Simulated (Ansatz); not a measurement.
# C wire along [100], 9 atoms a period, H-terminated: bands by functional and under strain

Wanted: the relaxed geometry and the bands of the C wire along [100], 9 atoms a period, H-terminated.

Calculated with Ansatz 0.2.0; DFT PBE, plane waves, PAW; relaxation of a wire's period; PAW set soft_1, in the first sound run; inputs show where later runs differ.

## Step 1: Set-up

The cell holds 21 atoms: 9 C and 12 H. Cell: a = 11.663 Å, b = 11.663 Å, c = 3.570 Å, α = 90.0°, β = 90.0°, γ = 90.0°. Vacuum lies along a and b. The structure's axis is c.

## Step 2: Relaxing the period

Band widths follow the bond lengths, so the wire is relaxed first. The atoms and the third cell vector are free; the box across stays fixed as vacuum. A Fermi-Dirac smearing is set since the result may be a metal. The pressure printed is a third of the stress's trace over the whole box, vacuum included; only the stress along the axis is relaxed.

The input, input.yaml:

```yaml
crystal:
  lattice:
    - [11.663, 0.0, 0.0]
    - [0.0, 11.663, 0.0]
    - [0.0, 0.0, 3.57]
  atoms:
    - { symbol: C, position: [0.500011344, 0.500011344, 0.0] }
    - { symbol: H, position: [0.368044242, 0.368044242, 0.068870504] }
    - { symbol: H, position: [0.631978445, 0.631978445, 0.068870504] }
    - { symbol: C, position: [0.423487293, 0.423487293, 0.25] }
    - { symbol: C, position: [0.576535394, 0.576535394, 0.25] }
    - { symbol: H, position: [0.291520192, 0.555454394, 0.318870504] }
    - { symbol: H, position: [0.444568293, 0.708502495, 0.318870504] }
    - { symbol: H, position: [0.555454394, 0.291520192, 0.318870504] }
    - { symbol: H, position: [0.708502495, 0.444568293, 0.318870504] }
    - { symbol: C, position: [0.346963243, 0.500011344, 0.5] }
    - { symbol: C, position: [0.500011344, 0.346963243, 0.5] }
    - { symbol: C, position: [0.500011344, 0.653059445, 0.5] }
    - { symbol: C, position: [0.653059445, 0.500011344, 0.5] }
    - { symbol: H, position: [0.291520192, 0.444568293, 0.681129496] }
    - { symbol: H, position: [0.444568293, 0.291520192, 0.681129496] }
    - { symbol: H, position: [0.555454394, 0.708502495, 0.681129496] }
    - { symbol: H, position: [0.708502495, 0.555454394, 0.681129496] }
    - { symbol: C, position: [0.423487293, 0.576535394, 0.75] }
    - { symbol: C, position: [0.576535394, 0.423487293, 0.75] }
    - { symbol: H, position: [0.368044242, 0.631978445, 0.931129496] }
    - { symbol: H, position: [0.631978445, 0.368044242, 0.931129496] }
kpoints:
  mp_grid: { grid: [1, 1, 23] }
scf:
  occupations: { method: fermi_dirac, width: 0.05 }
hamiltonian:
  xc: pbe
  pseudopotentials: { kind: paw, azcp: { folder: soft_1 } }
relax:
  cell: { fix: [a, b, alpha, beta, gamma] }
  max_steps: 45
  f_tol: 0.03
```

On the command line:

```sh
ansatz run input.yaml --threads 4 --pin off --max-ram 16384MiB --backend cpu --events-out ev --progress --plain --runs-dir out
```

Numbers of over 12 decimals in the logs are rounded to 6 here.

Log:

```text
Engine: ansatz 0.2.0, aarch64-unknown-linux-gnu
Pseudopotentials: kind: paw
Pseudopotential: C, paw, valence charge 4, recommended cutoff 420 eV (normal), soft_1/C.paw.azcp
Pseudopotential: H, paw, valence charge 1, recommended cutoff 420 eV (normal), soft_1/H.paw.azcp
Functional definition: PBE
  parameter kappa = 0.804
  parameter beta = 0.066725
  exchange = pbe_x(kappa = kappa, mu = beta*pi^2/3)
  correlation = pbe_c(beta = beta)
Crystal: 21 atoms, lattice volume = 485.611 Å³
Basis set: ecut = 420 eV, 9451 PW (Γ), exchange–correlation on 160×160×48 points (8 copies of the dense FFT grid, shifted against one another)
Bands: 45, of which v1, the nominal top of the filled ones, is band 24 counted from 1 (23 counted from 0)
Symmetry: 8 space group operations
Space group: P-42m (ITA 111), of the structure as read, at distance tolerance 7.9e-5 Å
k-points: 12 of 23
Non-local potential: C, projectors of the file, l = 0: 2, l = 1: 2, l = 2: 1
Non-local potential: H, projectors of the file, l = 0: 2, l = 1: 1
PAW form: soft (Blöchl's): semilocal exchange-correlation on the pseudo side does not see the compensation charge
PAW one-centre angular grid: C, 110 points (default); XC on 64 Gauss nodes
PAW one-centre angular grid: H, 110 points (default); XC on 64 Gauss nodes
Initial density: superposition of atomic densities (neutral atoms: chi_scale 0, normalization atom)
Initial wavefunctions: pseudopotential atomic-orbital guess
Functional: x = pbe(κ = 0.804, μ = 0.219515), c = pbe(β = 0.066725)
SCF iter   1: F=—  HF=-2460.272760 eV  |F-HF|=—  |Δ(HF+E_count)|=         —  Δρ=6.90e-2  dr2=2.79e1  ethr=3.10e-3  ⟨swp⟩=9.0  Hψ=3096  notcnv=0  defer=40
preconditioner: auto → Resta (q_TF=auto, 1.855 Å⁻¹)  ε∞=1.5  [insulator: Δε(μ)=7.627 eV  Ē_g=16.833 eV  σ=0.050 eV  W_gap=1.00  n_scr=46 (ndim 8)  ℏωp=11.7 eV  f_vac=0.629  D(μ)=0.00/eV (n_scr^D=0)  ε∞_Penn≈1.5  vacuum switching on, ρ_ref=2.1e-2 e/Å³]
SCF iter   2: F=—  HF=-2451.591255 eV  |F-HF|=—  |Δ(HF+E_count)|=    8.68e0  Δρ=3.14e-2  dr2=3.00e0  ethr=3.10e-3  ⟨swp⟩=4.1  Hψ=1258  notcnv=0  defer=187
SCF iter   3: F=—  HF=-2450.807049 eV  |F-HF|=—  |Δ(HF+E_count)|=   7.84e-1  Δρ=1.08e-2  dr2=4.28e-1  ethr=3.10e-3  ⟨swp⟩=2.0  Hψ=654  notcnv=0  defer=187
SCF iter   4: F=—  HF=-2450.709519 eV  |F-HF|=—  |Δ(HF+E_count)|=   9.75e-2  Δρ=1.75e-3  dr2=1.74e-2  ethr=8.92e-4  ⟨swp⟩=3.9  Hψ=975  notcnv=0  defer=175
SCF iter   5: F=—  HF=-2450.707409 eV  |F-HF|=—  |Δ(HF+E_count)|=   2.11e-3  Δρ=5.81e-4  dr2=1.30e-3  ethr=3.62e-5  ⟨swp⟩=2.0  Hψ=653  notcnv=0  defer=175
SCF iter   6: F=—  HF=-2450.707664 eV  |F-HF|=—  |Δ(HF+E_count)|=   2.54e-4  Δρ=1.78e-4  dr2=6.79e-5  ethr=2.71e-6  ⟨swp⟩=2.1  Hψ=644  notcnv=0  defer=175
SCF iter   7: F=—  HF=-2450.707940 eV  |F-HF|=—  |Δ(HF+E_count)|=   2.77e-4  Δρ=4.34e-5  dr2=7.98e-6  ethr=1.42e-7  ⟨swp⟩=2.0  Hψ=769  notcnv=0  defer=175
SCF iter   8: F=—  HF=-2450.707940 eV  |F-HF|=—  |Δ(HF+E_count)|=   4.56e-7  Δρ=1.08e-5  dr2=5.05e-7  ethr=1.66e-8  ⟨swp⟩=2.0  Hψ=685  notcnv=0  defer=175
SCF iter   9: F=-2450.707940 eV  HF=-2450.707940 eV  |F-HF|=6.67e-9  |Δ(HF+E_count)|=   1.93e-7  Δρ=2.77e-6  dr2=2.61e-8  ethr=2.08e-10  ⟨swp⟩=5.0  Hψ=1637  notcnv=0
SCF 1 converged in 9 iterations: F = -2450.707940 eV  dr2 = 2.61e-8
  greatest PAW one-centre occupation: 0.648 electrons in one spin orbital (limit 2), on the C atom at site 9 (counted from 0), in its partial waves of l = 0
relax step   1: F+E_penalty+E_count = -2450.70794022 eV  Δ(F+E_penalty+E_count) = +0.000e0 eV  max|allowed force component| = 6.135e-1 eV/Å  Δτ_max = 0.0000 Å  P = -0.398 GPa  Ω = 485.611 Å³  fix = [a, b, alpha, beta, gamma]  reactions: a -0.988, b -0.988 GPa  (9 SCF iters, dr2 threshold 1.00e-7 eV, accepted)
Crystal: 21 atoms, lattice volume = 509.287 Å³
Basis set: ecut = 420 eV, 10037 PW (Γ), exchange–correlation on 160×160×48 points (8 copies of the dense FFT grid, shifted against one another)
Initial density: handed on by an earlier stage of this run
Initial wavefunctions: those handed on with the density
iter 1 solved again at ethr=5.31e-4 eV; its pass at ethr=3.10e-3 eV (dr2=2.55e-1 eV) is discarded
SCF iter   1: F=—  HF=-2451.045303 eV  |F-HF|=—  |Δ(HF+E_count)|=         —  Δρ=1.05e-2  dr2=2.58e-1  ethr=5.31e-4  ⟨swp⟩=4.8  Hψ=3125  notcnv=0
preconditioner: auto → Resta (q_TF=auto, 1.841 Å⁻¹)  ε∞=1.7  [insulator: Δε(μ)=4.270 eV  Ē_g=14.059 eV  σ=0.050 eV  W_gap=1.00  n_scr=46 (ndim 8)  ℏωp=11.4 eV  f_vac=0.699  D(μ)=0.00/eV (n_scr^D=0)  ε∞_Penn≈1.7  vacuum switching on, ρ_ref=1.4e-2 e/Å³]
SCF iter   2: F=—  HF=-2451.025905 eV  |F-HF|=—  |Δ(HF+E_count)|=   1.94e-2  Δρ=4.77e-3  dr2=4.37e-2  ethr=5.31e-4  ⟨swp⟩=2.7  Hψ=1015  notcnv=0
SCF iter   3: F=—  HF=-2451.034169 eV  |F-HF|=—  |Δ(HF+E_count)|=   8.26e-3  Δρ=1.49e-3  dr2=5.65e-3  ethr=9.11e-5  ⟨swp⟩=3.3  Hψ=1059  notcnv=0  defer=24
SCF iter   4: F=—  HF=-2451.034943 eV  |F-HF|=—  |Δ(HF+E_count)|=   7.74e-4  Δρ=1.62e-4  dr2=1.08e-4  ethr=1.18e-5  ⟨swp⟩=2.1  Hψ=858  notcnv=0  defer=25
SCF iter   5: F=—  HF=-2451.035068 eV  |F-HF|=—  |Δ(HF+E_count)|=   1.25e-4  Δρ=6.44e-5  dr2=1.94e-5  ethr=2.26e-7  ⟨swp⟩=2.0  Hψ=764  notcnv=0  defer=25
SCF iter   6: F=-2451.035065 eV  HF=-2451.035065 eV  |F-HF|=3.35e-7  |Δ(HF+E_count)|=   3.29e-6  Δρ=1.45e-5  dr2=6.92e-7  ethr=4.38e-9  ⟨swp⟩=3.0  Hψ=1873  notcnv=0
SCF 2 converged in 6 iterations: F = -2451.035065 eV  dr2 = 6.92e-7
  greatest PAW one-centre occupation: 0.652 electrons in one spin orbital (limit 2), on the C atom at site 12 (counted from 0), in its partial waves of l = 0
relax step   2: F+E_penalty+E_count = -2451.03506506 eV  Δ(F+E_penalty+E_count) = -3.271e-1 eV  max|allowed force component| = 4.800e-1 eV/Å  Δτ_max = 0.1197 Å  P = -0.177 GPa  Ω = 509.287 Å³  energy of the carried Pulay correction = -1.404e-2 eV  fix = [a, b, alpha, beta, gamma]  reactions: a -0.133, b -0.133 GPa  (6 SCF iters, dr2 threshold 2.10e-6 eV, accepted)
Crystal: 21 atoms, lattice volume = 508.254 Å³
Basis set: ecut = 420 eV, 10021 PW (Γ), exchange–correlation on 160×160×48 points (8 copies of the dense FFT grid, shifted against one another)
iter 1 solved again at ethr=1.88e-5 eV; its pass at ethr=3.10e-3 eV (dr2=9.00e-3 eV) is discarded
SCF iter   1: F=—  HF=-2451.067153 eV  |F-HF|=—  |Δ(HF+E_count)|=         —  Δρ=1.75e-3  dr2=7.63e-3  ethr=1.88e-5  ⟨swp⟩=3.2  Hψ=2321  notcnv=0
preconditioner: auto → Resta (q_TF=auto, 1.841 Å⁻¹)  ε∞=1.7  [insulator: Δε(μ)=4.330 eV  Ē_g=14.099 eV  σ=0.050 eV  W_gap=1.00  n_scr=46 (ndim 8)  ℏωp=11.4 eV  f_vac=0.693  D(μ)=0.00/eV (n_scr^D=0)  ε∞_Penn≈1.7  vacuum switching on, ρ_ref=1.4e-2 e/Å³]
[...]
relax step   5: F+E_penalty+E_count = -2451.08780043 eV  Δ(F+E_penalty+E_count) = -2.060e-2 eV  max|allowed force component| = 2.329e-2 eV/Å  Δτ_max = 0.0000 Å  P = +0.024 GPa  Ω = 507.889 Å³  fix = [a, b, alpha, beta, gamma]  reactions: a -0.013, b -0.013 GPa  stress off target by 9.84e-2 GPa on what of the cell is left free  SCF on the basis re-selected at this cell (its energy is not comparable with the rows above)  (7 SCF iters)
[...]
relax step   6: F+E_penalty+E_count = -2451.08766363 eV  Δ(F+E_penalty+E_count) = +1.368e-4 eV  max|allowed force component| = 4.496e-3 eV/Å  Δτ_max = 0.0030 Å  P = +0.018 GPa  Ω = 508.780 Å³  energy of the carried Pulay correction = -5.691e-4 eV  fix = [a, b, alpha, beta, gamma]  reactions: a +0.011, b +0.011 GPa  (5 SCF iters, dr2 threshold 2.42e-8 eV, accepted)
Basis set: ecut = 420 eV, 10021 PW (Γ), exchange–correlation on 160×160×54 points (8 copies of the dense FFT grid, shifted against one another)
iter 1 solved again at ethr=3.95e-7 eV; its pass at ethr=3.10e-3 eV (dr2=1.90e-4 eV) is discarded
SCF iter   1: F=—  HF=-2451.085827 eV  |F-HF|=—  |Δ(HF+E_count)|=         —  Δρ=6.48e-5  dr2=5.47e-7  ethr=3.95e-7  ⟨swp⟩=5.4  Hψ=4757  notcnv=0
preconditioner: auto → Resta (q_TF=auto, 1.841 Å⁻¹)  ε∞=1.7  [insulator: Δε(μ)=4.300 eV  Ē_g=14.058 eV  σ=0.050 eV  W_gap=1.00  n_scr=46 (ndim 8)  ℏωp=11.4 eV  f_vac=0.693  D(μ)=0.00/eV (n_scr^D=0)  ε∞_Penn≈1.7  vacuum switching on, ρ_ref=1.4e-2 e/Å³]
SCF iter   2: F=—  HF=-2451.087415 eV  |F-HF|=—  |Δ(HF+E_count)|=   1.59e-3  Δρ=3.25e-5  dr2=1.44e-7  ethr=1.14e-9  ⟨swp⟩=3.0  Hψ=1051  notcnv=0  defer=3
SCF iter   3: F=—  HF=-2451.088161 eV  |F-HF|=—  |Δ(HF+E_count)|=   7.45e-4  Δρ=8.62e-6  dr2=1.96e-8  ethr=3.01e-10  ⟨swp⟩=3.4  Hψ=1190  notcnv=0  defer=3
SCF iter   4: F=—  HF=-2451.088278 eV  |F-HF|=—  |Δ(HF+E_count)|=   1.17e-4  Δρ=9.05e-7  dr2=2.54e-9  ethr=4.09e-11  ⟨swp⟩=3.3  Hψ=1140  notcnv=0  defer=3
SCF iter   5: F=—  HF=-2451.088280 eV  |F-HF|=—  |Δ(HF+E_count)|=   2.64e-6  Δρ=2.44e-7  dr2=2.92e-10  ethr=5.30e-12  ⟨swp⟩=2.8  Hψ=783  notcnv=0  defer=12
SCF iter   6: F=-2451.088281 eV  HF=-2451.088281 eV  |F-HF|=1.07e-9  |Δ(HF+E_count)|=   6.04e-8  Δρ=7.47e-8  dr2=2.80e-11  ethr=1.00e-12  ⟨swp⟩=5.0  Hψ=1589  notcnv=0
SCF 7 converged in 6 iterations: F = -2451.088281 eV  dr2 = 2.80e-11
  greatest PAW one-centre occupation: 0.652 electrons in one spin orbital (limit 2), on the C atom at site 11 (counted from 0), in its partial waves of l = 0
relax step   7: F+E_penalty+E_count = -2451.08828052 eV  Δ(F+E_penalty+E_count) = -6.169e-4 eV  max|allowed force component| = 4.641e-3 eV/Å  Δτ_max = 0.0000 Å  P = +0.019 GPa  Ω = 508.780 Å³  fix = [a, b, alpha, beta, gamma]  reactions: a +0.011, b +0.011 GPa  stress off target by 3.49e-2 GPa on what of the cell is left free  SCF on the basis re-selected at this cell (its energy is not comparable with the rows above)  (6 SCF iters)
basis re-selected at this cell: Δ(F+E_penalty+E_count) = -6.169e-4 eV, ΔP = +0.001 GPa vs the last step (what re-selecting the basis moved, of the pressure what is left beyond the Pulay correction that the steps carried, after the strain that the cell walked since its last selection, with what the two solves' SCF thresholds leave and, on support functions, any second-order correction that the steps lacked; it is no measure of the basis error at this ecutwfc). The dense FFT grid was sized anew with the basis: this SCF ran on 80×80×27 points, the steps before it on 80×80×25, so part of this shift can come from that change (see relax.cell in the input reference). [rest of the remark cut]
SCF converged after 6 iterations
Free energy (F): -2451.088281 eV
Harris-Foulkes:  -2451.088281 eV  (|F-HF|=1.07e-9)
Internal energy: -2451.088281 eV  (E = F + TS)
E sigma→0 (E₀):  -2451.088281 eV
Fermi energy:    -1.308829 eV
--- Per-component energies (eV) ---
  E_band       = -457.544498
  E_kinetic    = 968.971238
  E_local      = -10546.714656  (includes V_loc(G=0)·N_el)
  E_nonlocal   = 214.434153
  E_hartree    = 4825.545323
  E_xc         = -534.812054
  E_vxc        = -665.511172  (∫ρ·V_xc dr)
  E_paw        = -908.047652  (= ΣΔE_a)
  E_vpaw       = -79.801670  (= ΣTr[D̂ρ^β])
  E_aug_tail   = -0.012825  (compensation charges beyond the density's cutoff)
  E_ewald      = 3529.548192
  E_smearing   = -0.000000  (= −TS)
  E_closure    = 0.000000  (closes the sum)
  Σ components = -2451.088281   (vs F -2451.088281, Δ=0.00e0)
--- Forces (eV/Å), atoms counted from 1 ---
  atom   1  C      0.00000000     0.00000000     0.00000000
  atom   2  H     -0.00294688    -0.00294688    -0.00320156
  atom   3  H      0.00294688     0.00294688    -0.00320156
  atom   4  C     -0.00095126    -0.00095126     0.00170482
  atom   5  C      0.00095126     0.00095126     0.00170482
  atom   6  H      0.00082413     0.00395296    -0.00252108
  atom   7  H     -0.00395296    -0.00082413    -0.00252108
  atom   8  H      0.00395296     0.00082413    -0.00252108
  atom   9  H     -0.00082413    -0.00395296    -0.00252108
  atom  10  C     -0.00464116    -0.00000000     0.00000000
  atom  11  C     -0.00000000    -0.00464116    -0.00000000
  atom  12  C      0.00000000     0.00464116     0.00000000
  atom  13  C      0.00464116     0.00000000    -0.00000000
  atom  14  H      0.00082413    -0.00395296     0.00252108
  atom  15  H     -0.00395296     0.00082413     0.00252108
  atom  16  H      0.00395296    -0.00082413     0.00252108
  atom  17  H     -0.00082413     0.00395296     0.00252108
  atom  18  C     -0.00095126     0.00095126    -0.00170482
  atom  19  C      0.00095126    -0.00095126    -0.00170482
  atom  20  H     -0.00294688     0.00294688     0.00320156
  atom  21  H      0.00294688    -0.00294688     0.00320156
  max |Σ_I F_I| component: 1.30e-18 eV/Å
--- Stress (GPa, compression-positive) ---
        0.010855       0.000000      -0.000000
        0.000000       0.010855       0.000000
       -0.000000       0.000000       0.034925
  P = ⅓ Tr σ = 0.0189 GPa (0.189 kbar)
--- Relaxed structure (5 steps of the walk, 5 accepted, 2 SCFs on fresh bases) ---
  F+E_penalty+E_count = -2451.08828052 eV   max|allowed force component| = 4.641e-3 eV/Å   (the final SCF, on the basis selected at the relaxed cell)
  cell:  # Å, volume = 508.7800 Å³
    - [11.663, 0, 0]
    - [0, 11.663, 0]
    - [0, 0, 3.740326]
  atoms:
    - { symbol: C, position: [0.500011, 0.500011, -5.090558419566458e-19] }
    - { symbol: H, position: [0.368565, 0.368565, 0.099166] }
    - { symbol: H, position: [0.631457, 0.631457, 0.099166] }
    - { symbol: C, position: [0.424844, 0.424844, 0.256074] }
    - { symbol: C, position: [0.575179, 0.575179, 0.256074] }
    - { symbol: H, position: [0.292534, 0.555345, 0.341384] }
    - { symbol: H, position: [0.444678, 0.707489, 0.341384] }
    - { symbol: H, position: [0.555345, 0.292534, 0.341384] }
    - { symbol: H, position: [0.707489, 0.444678, 0.341384] }
    - { symbol: C, position: [0.349530, 0.500011, 0.5] }
    - { symbol: C, position: [0.500011, 0.349530, 0.5] }
    - { symbol: C, position: [0.500011, 0.650493, 0.5] }
    - { symbol: C, position: [0.650493, 0.500011, 0.5] }
    - { symbol: H, position: [0.292534, 0.444678, 0.658616] }
    - { symbol: H, position: [0.444678, 0.292534, 0.658616] }
    - { symbol: H, position: [0.555345, 0.707489, 0.658616] }
    - { symbol: H, position: [0.707489, 0.555345, 0.658616] }
    - { symbol: C, position: [0.424844, 0.575179, 0.743926] }
    - { symbol: C, position: [0.575179, 0.424844, 0.743926] }
    - { symbol: H, position: [0.368565, 0.631457, 0.900834] }
    - { symbol: H, position: [0.631457, 0.368565, 0.900834] }
```

Run time: 42 s. Hardware: 4 threads of Arm Neoverse V1, shared host; peak memory 0.9 GiB.

The steps of the relaxation:

```
step  energy less that of the first step (eV)  largest force component (eV/Å)  pressure (GPa)  volume (Å³)
   1                                   0.0000                          0.6135           -0.40       485.61
   2                                  -0.3271                          0.4800           -0.18       509.29
   3                                  -0.3584                          0.0624           -0.05       508.25
   4                                  -0.3593                          0.0246           -0.03       507.89
  5*                                  -0.3799                          0.0233            0.02       507.89
   6                                  -0.3797                          0.0045            0.02       508.78
  7*                                  -0.3803                          0.0046            0.02       508.78
```

Relaxation steps marked * repeat the geometry before them on a plane-wave basis chosen anew for their cell, so energy and pressure can jump there.

The run keeps the 8 symmetry operations that it works with, so distortions that break them were not tested.

```
cell as run  before  after  change
      c (Å)   3.570  3.740  +4.8 %
```

The atoms that moved most (Å, along periodic axes as changes of fractional coordinates times the final cell, across vacuum about the mean position):

```
atom      dx      dy      dz  length
  H2   0.006   0.006   0.113   0.114
 H20   0.006  -0.006  -0.113   0.114
 H21  -0.006   0.006  -0.113   0.114
  H3  -0.006  -0.006   0.113   0.114
 H14   0.012   0.001  -0.084   0.085
 H15   0.001   0.012  -0.084   0.085
  H8  -0.001   0.012   0.084   0.085
  H6   0.012  -0.001   0.084   0.085
```

Numbers from this step:

| Item | Value |
| --- | --- |
| cell length along the wire | 3.740 Å |

The cell's length comes to 3.740 Å with spin left out.

[end of part 1 of 3]

[Logs are printed without paths, hosts, clocks, repeated set-up lines and the standing remarks that a program may print on its own settings, such as how far it seeks lower states.]

[Hosts, paths, dates, database ids (printed as entryN), source tags and the programs' standing remarks are cut or masked in the printed files.]
